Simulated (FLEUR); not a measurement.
## GdBi: parallel and opposed starts

Wanted: the moments of GdBi and the energy of each order that was tried.

Calculated with FLEUR MaX-R8.1; PBEsol with U = 6.7 eV, J = 0.7 eV on Gd f; all-electron FLAPW, Dirac cores, scalar-relativistic bands.

Most raw output is cut from this account.

## (1) Starting point

The structure is cubic, space group Fm-3m (No. 225). The conventional cell has a = 6.388 Å, b = 6.388 Å, c = 6.388 Å, α = 90.00°, β = 90.00°, γ = 90.00°. Gd has 6 Bi at 3.19 Å nearest. Nearest to Bi lie 6 Gd at 3.19 Å. Farther neighbours are not listed.

As a file:

```cif
data_structure
_symmetry_space_group_name_H-M 'P 1'
_symmetry_Int_Tables_number 1
_cell_length_a 4.5172
_cell_length_b 4.5172
_cell_length_c 4.5172
_cell_angle_alpha 60.000
_cell_angle_beta 60.000
_cell_angle_gamma 60.000
_cell_volume 65.18
loop_
_atom_site_label
_atom_site_type_symbol
_atom_site_fract_x
_atom_site_fract_y
_atom_site_fract_z
_atom_site_occupancy
Gd1 Gd 0.00000 0.00000 0.00000 1
Bi2 Bi 0.50000 0.50000 0.50000 1
```

The cell comes from a database of computed structures and need not be the stable phase.

## (2) Start 1: ferro +

The parallel start is the test of whether parallel moments hold. The U counters the self-interaction that shrinks the moments of a localised shell.

The file n_mmp_mat seeds the f occupations with whole cubic orbitals by Hund's first rule, so that the U acts from the first pass. inpgen writes inp.xml from crystal.txt; cutoffs, mixing, functional, smearing and local orbitals are then set in the file. The k list default-1 (kpts.xml, not shown) is a Γ-centred 8×8×8 mesh; where the ranks do not divide the number of points, some are split in two of half the weight.

File inp.xml:

```
<?xml version="1.0" encoding="UTF-8" standalone="no"?>
<fleurInput fleurInputVersion="0.39">
   <comment>
      GdBi
   </comment>
   <calculationSetup>
      <cutoffs Kmax="3.6" Gmax="10.8" GmaxXC="10.8" numbands="0"/>
      <scfLoop itmax="130" minDistance="0.0001" maxIterBroyd="15" imix="Anderson" alpha="0.05" precondParam="0.0" spinf="2.0" sdNocoIR="T"/>
      <coreElectrons ctail="T" frcor="F" kcrel="0" coretail_lmax="0"/>
      <xcFunctional name="PBEs" relativisticCorrections="F"/>
      <magnetism jspins="2"/>
      <soc l_soc="F" theta="0.0" phi="0.0" spav="F"/>
      <expertModes spex="0" secvar="F"/>
      <geometryOptimization l_f="F" forcealpha="1.0" forcemix="BFGS" epsdisp="0.00001" epsforce="0.00001"/>
      <ldaU l_linMix="F" mixParam="0.05" spinf="1.0"/>
   </calculationSetup>
   <cell>
      <bzIntegration valenceElectrons="33.0" mode="hist" fermiSmearingEnergy="0.00293995">
         <kPointListSelection listName="default-1"/>
         <xi:include xmlns:xi="http://www.w3.org/2001/XInclude" href="kpts.xml"> </xi:include>
      </bzIntegration>
      <xi:include xmlns:xi="http://www.w3.org/2001/XInclude" href="sym.xml"> </xi:include>
      <bulkLattice scale="1.0">
         <bravaisMatrix>
            <row-1>    0.0000000000000000     6.0360663268281591     6.0360663268281591</row-1>
            <row-2>    6.0360663268281591     0.0000000000000000     6.0360663268281591</row-2>
            <row-3>    6.0360663268281591     6.0360663268281591     0.0000000000000000</row-3>
         </bravaisMatrix>
      </bulkLattice>
   </cell>
   <atomSpecies>
      <species name="Gadolinium7.001" element="Gd" atomicNumber="64">
         <mtSphere radius="2.8" gridPoints="925" logIncrement="0.014"/>
         <atomicCutoffs lmax="10" lnonsphr="8"/>
         <electronConfig flipSpins="F">
            <coreConfig>(1s1/2) (2s1/2) (2p1/2) (2p3/2) (3s1/2) (3p1/2) (3p3/2) (4s1/2) (3d3/2) (3d5/2) (4p1/2) (4p3/2) (4d3/2) (4d5/2)</coreConfig>
            <valenceConfig>(5s1/2) (5p1/2) (5p3/2) (6s1/2) (4f5/2) (4f7/2) (5d3/2) (5d5/2)</valenceConfig>
            <stateOccupation state="(4f5/2)" spinUp="2.5005" spinDown="0.4995"/>
            <stateOccupation state="(4f7/2)" spinUp="4.0" spinDown="0.0"/>
            <stateOccupation state="(5d3/2)" spinUp="0.4" spinDown="0.0"/>
            <stateOccupation state="(5d5/2)" spinUp="0.6" spinDown="0.0"/>
         </electronConfig>
         <energyParameters s="6" p="6" d="5" f="4"/>
         <ldaU l="3" U="6.7" J="0.7" l_amf="F"/>
         <lo type="SCLO" l="0" n="5" eDeriv="0"/>
         <lo type="SCLO" l="1" n="5" eDeriv="0"/>
      </species>
      <species name="Bismuth (Bi)" element="Bi" atomicNumber="83">
         <mtSphere radius="2.8" gridPoints="925" logIncrement="0.015"/>
         <atomicCutoffs lmax="10" lnonsphr="8"/>
         <electronConfig flipSpins="F">
            <coreConfig>(1s1/2) (2s1/2) (2p1/2) (2p3/2) (3s1/2) (3p1/2) (3p3/2) (4s1/2) (3d3/2) (3d5/2) (4p1/2) (4p3/2) (5s1/2) (4d3/2) (4d5/2) (5p1/2) (5p3/2) (4f5/2) (4f7/2)</coreConfig>
            <valenceConfig>(6s1/2) (5d3/2) (5d5/2) (6p1/2) (6p3/2)</valenceConfig>
            <stateOccupation state="(6p1/2)" spinUp="0.500000" spinDown="0.500000"/>
            <stateOccupation state="(6p3/2)" spinUp="1.000000" spinDown="1.000000"/>
         </electronConfig>
         <energyParameters s="6" p="6" d="6" f="5"/>
         <lo type="SCLO" l="2" n="5" eDeriv="0"/>
      </species>
   </atomSpecies>
   <atomGroups>
      <atomGroup species="Gadolinium7.001">
         <relPos label="                   1">.0000000000 .0000000000 .0000000000</relPos>
         <force calculate="T" relaxXYZ="TTT"/>
      </atomGroup>
      <atomGroup species="Bismuth (Bi)">
         <relPos label="                   2">1.000/2.000 1.000/2.000 1.000/2.000</relPos>
         <force calculate="T" relaxXYZ="TTT"/>
      </atomGroup>
   </atomGroups>
   <output dos="F" band="F" slice="F">
      <bandDOS minEnergy="-.5*Htr" maxEnergy="0.5*Htr" sigma="0.015" storeEVData="T"/>
      <plotting iplot="0" polar="F">
         <plot TwoD="T" vec1="  1.0  0.0  0.0" vec2="  0.0  1.0  0.0" vec3="  0.0  0.0  1.0" zero="  0.0  0.0  0.0" file="plot"/>
      </plotting>
      <moessbauerParams electricFieldGradient="F" isomerShift="F" coreHyperfine="F" valenceHyperfine="F"/>
   </output>
</fleurInput>
```

File crystal.txt:

```
GdBi
&input film=F cartesian=F /
0.00000000000  3.19414874370  3.19414874370
3.19414874370  0.00000000000  3.19414874370
3.19414874370  3.19414874370  0.00000000000
1.8897261246
1.0 1.0 1.0

2
64 0.00000000000  0.00000000000  0.00000000000 : 7.001
83 0.50000000000  0.50000000000  0.50000000000

&kpt div1=8 div2=8 div3=8 gamma=T /
```

The run is started by

```bash
OMP_NUM_THREADS=1 inpgen -f crystal.txt > inpgen.log  # inp.xml is then edited as shown
OMP_NUM_THREADS=1 mpirun -n 4 fleur_MPI > fleur.log
```

Wall time 23 s (4 MPI ranks of Arm Neoverse V1, shared host); peak memory 0.28 GiB; 92 s of CPU time.

This step gave:

- free energy: -893965.3459 eV
- program's band gap on this mesh (in a metal only a level spacing): 0.004383 eV
- magnetization: 7.035 μB
- final state: ferromagnetic, with opposed induced moments
- largest moment: 7.075 μB

After 18 cycles the largest moment stands at 7.07 μB.

## (3) Order 2, typed as antiferro q=(0,1/2,1/2) +-

Reversing part of the moments tests the sign of the couplings between them.

The cell is doubled to 4 atoms to hold this order. The mesh is halved along the doubled vector, so that both cells sample the same points. The k list default-1 (kpts.xml, not shown) is a Γ-centred 8×4×8 mesh.

Changes to inp.xml since step 2:

```diff
@@ -17,3 +17,3 @@
    <cell>
-      <bzIntegration valenceElectrons="33.0" mode="hist" fermiSmearingEnergy="0.00293995">
+      <bzIntegration valenceElectrons="66.0" mode="hist" fermiSmearingEnergy="0.00293995">
          <kPointListSelection listName="default-1"/>
@@ -25,4 +25,4 @@
             <row-1>    0.0000000000000000     6.0360663268281591     6.0360663268281591</row-1>
-            <row-2>    6.0360663268281591     0.0000000000000000     6.0360663268281591</row-2>
-            <row-3>    6.0360663268281591     6.0360663268281591     0.0000000000000000</row-3>
+            <row-2>   12.0721326536563183     0.0000000000000000    12.0721326536563183</row-2>
+            <row-3>   12.0721326536563183     6.0360663268281591     6.0360663268281591</row-3>
          </bravaisMatrix>
@@ -41,2 +41,18 @@
             <stateOccupation state="(5d5/2)" spinUp="0.6" spinDown="0.0"/>
+         </electronConfig>
+         <energyParameters s="6" p="6" d="5" f="4"/>
+         <ldaU l="3" U="6.7" J="0.7" l_amf="F"/>
+         <lo type="SCLO" l="0" n="5" eDeriv="0"/>
+         <lo type="SCLO" l="1" n="5" eDeriv="0"/>
+      </species>
+      <species name="Gadolinium-7.001" element="Gd" atomicNumber="64">
+         <mtSphere radius="2.8" gridPoints="925" logIncrement="0.014"/>
+         <atomicCutoffs lmax="10" lnonsphr="8"/>
+         <electronConfig flipSpins="F">
+            <coreConfig>(1s1/2) (2s1/2) (2p1/2) (2p3/2) (3s1/2) (3p1/2) (3p3/2) (4s1/2) (3d3/2) (3d5/2) (4p1/2) (4p3/2) (4d3/2) (4d5/2)</coreConfig>
+            <valenceConfig>(5s1/2) (5p1/2) (5p3/2) (6s1/2) (4f5/2) (4f7/2) (5d3/2) (5d5/2)</valenceConfig>
+            <stateOccupation state="(4f5/2)" spinUp="0.4995" spinDown="2.5005"/>
+            <stateOccupation state="(4f7/2)" spinUp="0.0" spinDown="4.0"/>
+            <stateOccupation state="(5d3/2)" spinUp="0.0" spinDown="0.4"/>
+            <stateOccupation state="(5d5/2)" spinUp="0.0" spinDown="0.6"/>
          </electronConfig>
@@ -65,4 +81,12 @@
       </atomGroup>
+      <atomGroup species="Gadolinium-7.001">
+         <relPos label="                   2">.0000000000 1.000/2.000 .0000000000</relPos>
+         <force calculate="T" relaxXYZ="TTT"/>
+      </atomGroup>
       <atomGroup species="Bismuth (Bi)">
-         <relPos label="                   2">1.000/2.000 1.000/2.000 1.000/2.000</relPos>
+         <relPos label="                   3">1.000/2.000 .0000000000 1.000/2.000</relPos>
+         <force calculate="T" relaxXYZ="TTT"/>
+      </atomGroup>
+      <atomGroup species="Bismuth (Bi)">
+         <relPos label="                   4">1.000/2.000 1.000/2.000 1.000/2.000</relPos>
          <force calculate="T" relaxXYZ="TTT"/>
```

File crystal.txt:

```
GdBi
&input film=F cartesian=F /
0.00000000000  3.19414874370  3.19414874370
6.38829748740  0.00000000000  6.38829748740
6.38829748740  3.19414874370  3.19414874370
1.8897261246
1.0 1.0 1.0

4
64 0.00000000000  0.00000000000  0.00000000000 : 7.001
64 0.00000000000  0.50000000000  0.00000000000 : -7.001
83 0.50000000000  0.00000000000  0.50000000000
83 0.50000000000  0.50000000000  0.50000000000

&kpt div1=8 div2=4 div3=8 gamma=T /
```

The job ended after 3.8 min (4 MPI ranks; peak memory 0.59 GiB).

Spin moment in the muffin-tin sphere by atom:

```
atom  spin moment in the muffin-tin sphere (μB)
 Gd1                                       7.11
 Gd2                                      -7.11
 Bi3                                       0.03
 Bi4                                      -0.03
```

Numbers from this step:

* free energy: -1787930.7060 eV
* program's band gap on this mesh (in a metal only a level spacing): 0 eV
* magnetization: 0 μB
* final state: antiferromagnetic

It lies 7.15 meV a seeded atom under the first start, and its largest moment is 7.11 μB against 7.07 μB.

## (4) Run 3 (antiferro q=(0,0,1/2) +-)

An opposed order shows whether neighbours prefer unlike signs.

This order needs a doubled cell of 4 atoms. The mesh is halved along the doubled vector, so that both cells sample the same points. The k list default-1 (kpts.xml, not shown) is a Γ-centred 8×8×4 mesh.

Changes to inp.xml since step 3:

```diff
@@ -25,4 +25,4 @@
             <row-1>    0.0000000000000000     6.0360663268281591     6.0360663268281591</row-1>
-            <row-2>   12.0721326536563183     0.0000000000000000    12.0721326536563183</row-2>
-            <row-3>   12.0721326536563183     6.0360663268281591     6.0360663268281591</row-3>
+            <row-2>    6.0360663268281591     0.0000000000000000     6.0360663268281591</row-2>
+            <row-3>   12.0721326536563183    12.0721326536563183     0.0000000000000000</row-3>
          </bravaisMatrix>
@@ -82,3 +82,3 @@
       <atomGroup species="Gadolinium-7.001">
-         <relPos label="                   2">.0000000000 1.000/2.000 .0000000000</relPos>
+         <relPos label="                   2">.0000000000 .0000000000 1.000/2.000</relPos>
          <force calculate="T" relaxXYZ="TTT"/>
@@ -86,7 +86,4 @@
       <atomGroup species="Bismuth (Bi)">
-         <relPos label="                   3">1.000/2.000 .0000000000 1.000/2.000</relPos>
-         <force calculate="T" relaxXYZ="TTT"/>
-      </atomGroup>
-      <atomGroup species="Bismuth (Bi)">
-         <relPos label="                   4">1.000/2.000 1.000/2.000 1.000/2.000</relPos>
+         <relPos label="                   3">1.000/2.000 1.000/2.000 1.000/4.000</relPos>
+         <relPos label="                   4">1.000/2.000 1.000/2.000 -1.000/4.000</relPos>
          <force calculate="T" relaxXYZ="TTT"/>
```

File crystal.txt:

```
GdBi
&input film=F cartesian=F /
0.00000000000  3.19414874370  3.19414874370
3.19414874370  0.00000000000  3.19414874370
6.38829748740  6.38829748740  0.00000000000
1.8897261246
1.0 1.0 1.0

4
64 0.00000000000  0.00000000000  0.00000000000 : 7.001
64 0.00000000000  0.00000000000  0.50000000000 : -7.001
83 0.50000000000  0.50000000000  0.25000000000
83 0.50000000000  0.50000000000  0.75000000000

&kpt div1=8 div2=8 div3=4 gamma=T /
```

Wall time 3.3 min (4 MPI ranks); peak memory 0.59 GiB.

Spin moment in the muffin-tin sphere by atom:

```
atom  spin moment in the muffin-tin sphere (μB)
 Gd1                                       7.13
 Gd2                                      -7.13
 Bi3                                       0.00
 Bi4                                       0.00
```

This step gave:

| Property | Result |
| --- | --- |
| free energy | -1787930.7216 eV |
| program's band gap on this mesh (in a metal only a level spacing) | 0.002677 eV |
| magnetization | 0 μB |
| final state | antiferromagnetic |

It lies 15.0 meV a seeded atom under the first start, and its largest moment is 7.13 μB against 7.07 μB.

## (5) Ranking

Free energies are divided by the number of seeded atoms, so that cells of unlike size compare. Wavevectors q in the names are fractions of the primitive cell's reciprocal vectors.

Orders:

```
                     start                                  final state  typed order kept  energy over the lowest (meV a seeded atom)  largest sphere moment (μB)  net moment (μB a primitive cell)  mesh matched  CPU time (s)
                   ferro +  ferromagnetic, with opposed induced moments               yes                                       14.96                       7.075                             7.035           yes         91.93
antiferro q=(0,1/2,1/2) +-                            antiferromagnetic               yes                                       7.811                       7.105                                 0           yes         911.6
  antiferro q=(0,0,1/2) +-                            antiferromagnetic               yes                                           0                       7.134                                 0           yes         793.2
```

## (6) Spin–orbit coupling, moments along [001]

Spin–orbit coupling ties the spins to the lattice and lets orbital moments form.

A new self-consistent run of the start antiferro q=(0,0,1/2) +-, with the moments along z. Here n_mmp_mat seeds f states of whole m by Hund's three rules.

Changes to inp.xml since step 2:

```diff
@@ -6,3 +6,3 @@
    <calculationSetup>
-      <cutoffs Kmax="3.6" Gmax="10.8" GmaxXC="10.8" numbands="0"/>
+      <cutoffs Kmax="3.6" Gmax="10.8" GmaxXC="10.8" numbands="146"/>
       <scfLoop itmax="130" minDistance="0.0001" maxIterBroyd="15" imix="Anderson" alpha="0.05" precondParam="0.0" spinf="2.0" sdNocoIR="T"/>
@@ -11,3 +11,3 @@
       <magnetism jspins="2"/>
-      <soc l_soc="F" theta="0.0" phi="0.0" spav="F"/>
+      <soc l_soc="T" theta="0.0" phi="0.0" spav="F"/>
       <expertModes spex="0" secvar="F"/>
@@ -17,3 +17,3 @@
    <cell>
-      <bzIntegration valenceElectrons="33.0" mode="hist" fermiSmearingEnergy="0.00293995">
+      <bzIntegration valenceElectrons="66.0" mode="hist" fermiSmearingEnergy="0.00293995">
          <kPointListSelection listName="default-1"/>
@@ -26,3 +26,3 @@
             <row-2>    6.0360663268281591     0.0000000000000000     6.0360663268281591</row-2>
-            <row-3>    6.0360663268281591     6.0360663268281591     0.0000000000000000</row-3>
+            <row-3>   12.0721326536563183    12.0721326536563183     0.0000000000000000</row-3>
          </bravaisMatrix>
@@ -41,2 +41,18 @@
             <stateOccupation state="(5d5/2)" spinUp="0.6" spinDown="0.0"/>
+         </electronConfig>
+         <energyParameters s="6" p="6" d="5" f="4"/>
+         <ldaU l="3" U="6.7" J="0.7" l_amf="F"/>
+         <lo type="SCLO" l="0" n="5" eDeriv="0"/>
+         <lo type="SCLO" l="1" n="5" eDeriv="0"/>
+      </species>
+      <species name="Gadolinium-7.001" element="Gd" atomicNumber="64">
+         <mtSphere radius="2.8" gridPoints="925" logIncrement="0.014"/>
+         <atomicCutoffs lmax="10" lnonsphr="8"/>
+         <electronConfig flipSpins="F">
+            <coreConfig>(1s1/2) (2s1/2) (2p1/2) (2p3/2) (3s1/2) (3p1/2) (3p3/2) (4s1/2) (3d3/2) (3d5/2) (4p1/2) (4p3/2) (4d3/2) (4d5/2)</coreConfig>
+            <valenceConfig>(5s1/2) (5p1/2) (5p3/2) (6s1/2) (4f5/2) (4f7/2) (5d3/2) (5d5/2)</valenceConfig>
+            <stateOccupation state="(4f5/2)" spinUp="0.4995" spinDown="2.5005"/>
+            <stateOccupation state="(4f7/2)" spinUp="0.0" spinDown="4.0"/>
+            <stateOccupation state="(5d3/2)" spinUp="0.0" spinDown="0.4"/>
+            <stateOccupation state="(5d5/2)" spinUp="0.0" spinDown="0.6"/>
          </electronConfig>
@@ -65,4 +81,9 @@
       </atomGroup>
+      <atomGroup species="Gadolinium-7.001">
+         <relPos label="                   2">.0000000000 .0000000000 1.000/2.000</relPos>
+         <force calculate="T" relaxXYZ="TTT"/>
+      </atomGroup>
       <atomGroup species="Bismuth (Bi)">
-         <relPos label="                   2">1.000/2.000 1.000/2.000 1.000/2.000</relPos>
+         <relPos label="                   3">1.000/2.000 1.000/2.000 1.000/4.000</relPos>
+         <relPos label="                   4">1.000/2.000 1.000/2.000 -1.000/4.000</relPos>
          <force calculate="T" relaxXYZ="TTT"/>
```

File crystal.txt:

```
GdBi
&input film=F cartesian=F /
0.00000000000  3.19414874370  3.19414874370
3.19414874370  0.00000000000  3.19414874370
6.38829748740  6.38829748740  0.00000000000
1.8897261246
1.0 1.0 1.0

4
64 0.00000000000  0.00000000000  0.00000000000 : 7.001
64 0.00000000000  0.00000000000  0.50000000000 : -7.001
83 0.50000000000  0.50000000000  0.25000000000
83 0.50000000000  0.50000000000  0.75000000000

&soc 0.0000000 0.0000000 /
&kpt div1=8 div2=8 div3=4 gamma=T /
```

Elapsed: 20 min, on 4 MPI ranks; peak memory 1.6 GiB.

Spin moment in the muffin-tin sphere by atom:

```
atom  spin moment in the muffin-tin sphere (μB)
 Gd1                                       7.13
 Gd2                                      -7.13
 Bi3                                       0.00
 Bi4                                       0.00
```

Read from the output:

* free energy: -1787932.4079 eV
* program's band gap on this mesh (in a metal only a level spacing): 6.14e-8 eV
* magnetization: 0 μB
* final state: antiferromagnetic
* orbital moment along the spin: -0.02615 μB

Orbital moment in the sphere, along the spin axis by atom:

```
atom  orbital moment in the sphere, along the spin axis (μB)
 Gd1                                                 -0.0261
 Gd2                                                  0.0261
 Bi3                                                  0.0000
 Bi4                                                  0.0000
```

## (7) What came out

| Item | Value |
| --- | --- |
| lowest state found | antiferromagnetic (typed antiferro q=(0,0,1/2) +-) |
| largest site spin moment | 7.13 μB |
| next finished state | antiferromagnetic, 7.81 meV a seeded atom higher |
| orbital moment on the atom of largest spin, along its spin (spin–orbit run) | -0.0261 μB |
| spin plus orbital moment | Gd 7.11 μB |

In words: The lowest state found is antiferromagnetic, reached from the start antiferro q=(0,0,1/2) +-, with moments up to 7.13 μB. The next finished state costs 7.8 meV a seeded atom. The shell is near half filling, where Hund's rules give no orbital moment. Only 3 starts were tried; other patterns of signs, canted and longer-period orders were not. The f shell is half filled, so the spin-only picture is fair.

[Logs and program files are shortened in this print: banners, set-up blocks, solver, clock and traceback lines can be left out without a mark of their own.]

[Logs are printed without paths, hosts, clocks, repeated set-up lines and the standing remarks that a program may print on its own settings, such as how far it seeks lower states.]

[Hosts, paths, dates, database ids (printed as entryN), source tags and the programs' standing remarks are cut or masked in the printed files.]

[Where a cell is said to come from a database of computed structures, the database is the Materials Project.]
